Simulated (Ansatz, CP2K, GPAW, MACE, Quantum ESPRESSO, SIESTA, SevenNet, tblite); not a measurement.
# CP2K runs on (5,5) carbon nanotube bundle (80 atoms), part 4 of 4

Aim: run (5,5) carbon nanotube bundle (80 atoms) in CP2K and see how near its forces come to a plane-wave reference, and at what cost.

Program: CP2K 2026.2; the method stands at each step. Banners, paths, timers and routine set-up lines are dropped from the logs unmarked, and long logs keep their key lines alone; longer cuts are marked.

So far. Step 11 (PBE, DZVP-UZH, 450/50 Ry, diagonalisation): Against the first run (1.9 %), the force difference from the reference is 1.8 %, at 1.4 times the CPU time (on 4 against 2 cores), with 1040 basis functions against 1040; this set comes with other potentials too, so the change isn't the basis's alone.

## 13. SCC-DFTB, diagonalisation

Method: SCC-DFTB tight binding (the program's own parameter set), diagonalisation.

input.inp reads:

```
&GLOBAL
  PROJECT cell
  RUN_TYPE ENERGY_FORCE
  PRINT_LEVEL LOW
&END GLOBAL
&FORCE_EVAL
  METHOD QS
  STRESS_TENSOR ANALYTICAL
  &DFT
    &QS
      METHOD DFTB
      &DFTB
        SELF_CONSISTENT T
        DO_EWALD T
        DISPERSION F
        &PARAMETER
          PARAM_FILE_PATH DFTB/scc
          PARAM_FILE_NAME scc_parameter
        &END PARAMETER
      &END DFTB
    &END QS
    &SCF
      SCF_GUESS ATOMIC
      EPS_SCF 1.0E-06
      MAX_SCF 200
      ADDED_MOS 60
      &DIAGONALIZATION
        ALGORITHM STANDARD
      &END DIAGONALIZATION
      &SMEAR ON
        METHOD FERMI_DIRAC
        ELECTRONIC_TEMPERATURE [K] 580
      &END SMEAR
      &MIXING
        METHOD BROYDEN_MIXING
        ALPHA 0.15
        NBROYDEN 8
      &END MIXING
      &PRINT
        &RESTART OFF
        &END RESTART
      &END PRINT
    &END SCF
    &POISSON
      &EWALD
        EWALD_TYPE SPME
        ALPHA 0.35
        GMAX 15 15 15
      &END EWALD
    &END POISSON
    &PRINT
      &MULLIKEN ON
      &END MULLIKEN
    &END PRINT
  &END DFT
  &SUBSYS
    &CELL
      A 10.08135 0.00000 0.00000
      B -5.04067 8.73070 0.00000
      C 0.00000 0.00000 9.72051
    &END CELL
    &COORD
      SCALED
[... 80 atom lines left out: the same atoms as in the first run ...]
    &END COORD
  &END SUBSYS
  &PRINT
    &FORCES ON
    &END FORCES
    &STRESS_TENSOR ON
    &END STRESS_TENSOR
  &END PRINT
&END FORCE_EVAL
```

Command:

```bash
OMP_NUM_THREADS=1 cp2k.psmp -i input.inp > output.txt
```

Numbers of over 12 decimals in the logs are rounded to 6 here.

The program printed:

```text
CP2K| version string:                                       CP2K version 2026.2
 CP2K| Input file name                                                 input.inp
 GLOBAL| Basis set file name                                           BASIS_SET
 GLOBAL| Potential file name                                           POTENTIAL
[... lines left out ...]
                        Smear method:                                FERMI_DIRAC
[... lines left out ...]
 Number of electrons:                                                        320
[... lines left out ...]
  Step     Update method      Time    Convergence         Total energy    Change
[... lines left out ...]
  Dispersion energy:                                            0.000000
  Electronic entropic energy:                                  -0.000000
  Fermi energy:                                                 2.047337
  Total energy:                                               769.091659
  Total energy (extrapolated to T->0):                        769.091659
 *   ___                                                                       *
 *  /   \                                                                      *
 * [ABORT]                                                                     *
 *  \___/     SCF run NOT converged. To continue the calculation regardless,   *
 *    |             please set the keyword IGNORE_CONVERGENCE_FAILURE.         *
 *  O/|                                                                        *
 * /| |                                                                        *
```

Elapsed: 12 s, on 1 thread of Arm Neoverse V2, shared host; peak memory 0.18 GiB.

The run stopped without converging, so its numbers are no property of the system.

## 14. The ladder

Differences are against the plane-wave reference, forces as r.m.s. over components; share is that over the reference's r.m.s. force, slope the least-squares factor from reference forces to these. Total energies of different programs have different zeros and aren't compared.

```csv
run,"Δ force, r.m.s. (meV/Å)",share (%),slope,Δ pressure (GPa),cores,CPU time,memory (GiB)
reference,-,-,-,-,2,4.1 min,1.8
"CP2K PBE, DZVP-MOLOPT-SR, 450/50 Ry, diagonalisation",25.8,1.88,1.015,0.584,2,5 min,1.8
"CP2K GFN1-xTB, diagonalisation",151,11.0,0.946,-2.27,1,2.5 s,0.21
"CP2K PBE, SZV-MOLOPT-SR, 450/50 Ry, diagonalisation (coarse)",379,27.6,1.256,9.05,1,2.6 min,1.6
"CP2K PBE, TZVP-UZH, 450/50 Ry, diagonalisation",22.2,1.62,1.012,0.809,4,7.7 min,2.6
"CP2K PBE+D3(BJ), DZVP-MOLOPT-SR, 450/50 Ry, diagonalisation",54.9,4.00,1.025,0.434,2,5 min,1.8
"CP2K PBE, DZVP-MOLOPT-SR, 630/50 Ry, diagonalisation",25.7,1.87,1.015,0.584,4,7.1 min,3.6
"CP2K PBE, DZVP-MOLOPT-SR, 225/50 Ry, diagonalisation (coarse)",35.7,2.60,1.017,0.596,2,4.5 min,0.87
"CP2K BLYP, DZVP-MOLOPT-SR, 450/50 Ry, diagonalisation",37.1,2.70,0.996,2.30,2,4.8 min,1.8
"CP2K PBE, DZVP-MOLOPT-SR, 450/20 Ry, diagonalisation (coarse)",25.3,1.84,1.014,0.777,2,3.4 min,1.7
"CP2K PBE, DZVP-UZH, 450/50 Ry, diagonalisation",25.2,1.84,1.016,0.625,4,6.8 min,2.5
"CP2K PBEsol, PBE potentials, DZVP-MOLOPT-SR, 450/50 Ry, diagonalisation",43.1,3.13,1.025,-0.0717,2,5 min,1.8
```

Rows marked coarse were listed beforehand as settings not expected to be converged; some can still land near the reference.

CPU time is summed over cores on a shared host, where runs went side by side, so it is rough. Symmetry, cutoffs, thresholds, outputs and thread counts weren't matched or tuned between programs; memory under MPI is the largest rank's times the ranks.

Within one program, basis, potentials and functional, energies share a zero. Each run against its twin at the usual cutoff or grid and solver:

```csv
run,twin,Δ energy (meV/atom),"Δ force, r.m.s. (meV/Å)",CPU time over the twin's
"CP2K PBE, DZVP-MOLOPT-SR, 630/50 Ry, diagonalisation","DZVP-MOLOPT-SR, 450/50 Ry, diagonalisation",0.0026,0.788,1.4 (this twin ran on 2 cores)
"CP2K PBE, DZVP-MOLOPT-SR, 225/50 Ry, diagonalisation","DZVP-MOLOPT-SR, 450/50 Ry, diagonalisation",-0.275,23.1,0.90
"CP2K PBE, DZVP-MOLOPT-SR, 450/20 Ry, diagonalisation","DZVP-MOLOPT-SR, 450/50 Ry, diagonalisation",-2.29,7.46,0.68
```

## 15. Outcome

- nearest in forces: CP2K PBE, TZVP-UZH, 450/50 Ry, diagonalisation, 1.6 %
- its CPU time: 7.7 min

What this shows: The PBE runs in local orbitals, coarse settings apart, differ by 1.6 % (CP2K PBE, TZVP-UZH, 450/50 Ry, diagonalisation) to 1.9 % (CP2K PBE, DZVP-MOLOPT-SR, 450/50 Ry, diagonalisation); basis, grid and potentials can all enter. Tight binding differs by 11 % (CP2K GFN1-xTB, diagonalisation); it is another model, with fitted parameters of its own, and the xTB methods hold dispersion. Rows with another functional or a dispersion term differ by 2.7 % (CP2K BLYP, DZVP-MOLOPT-SR, 450/50 Ry, diagonalisation) to 4.0 % (CP2K PBE+D3(BJ), DZVP-MOLOPT-SR, 450/50 Ry, diagonalisation), which mixes the change of model with differences of basis and potentials, some of them made for another functional. Runs with settings chosen to be coarse differ by 1.8 % (CP2K PBE, DZVP-MOLOPT-SR, 450/20 Ry, diagonalisation) to 28 % (CP2K PBE, SZV-MOLOPT-SR, 450/50 Ry, diagonalisation), their programs' other errors included. One electronic-structure run takes under half the reference's CPU time: CP2K GFN1-xTB, diagonalisation, at 11 % in 2.5 s against 4.1 min; its pressure misses by -2.3 GPa. CP2K PBE, SZV-MOLOPT-SR, 450/50 Ry, diagonalisation stiffens the forces by a factor of 1.26 while following their directions (correlation 0.997); the slopes of the 11 CP2K runs lie between 0.95 and 1.26. In pressure, CP2K PBE, SZV-MOLOPT-SR, 450/50 Ry, diagonalisation misses by +9.1 GPa, at the same functional. Periodic xTB results under one method name differ between programs and library versions. The reference's pressure holds the uncorrected Pulay stress of its 45 Ry basis, so small pressure differences, and their order, may be the reference's own error. The reference's stress is far from hydrostatic: its diagonal is 9.6, 11.6, 12.6 GPa, compression counted positive. The reference's pressure of 11 GPa belongs to a cell and atoms that aren't relaxed at this level. The electronic-structure runs sample only Γ, in a cell whose shortest periodic width is 9 Å.

[Also dropped from logs without a mark: logging warnings of Python, and SIESTA's first energy breakdown and zero terms.]

[Logs are printed without paths, hosts, clocks, repeated set-up lines and the standing remarks that a program may print on its own settings, such as how far it seeks lower states.]

[Hosts, paths, dates, database ids (printed as entryN), source tags and the programs' standing remarks are cut or masked in the printed files.]
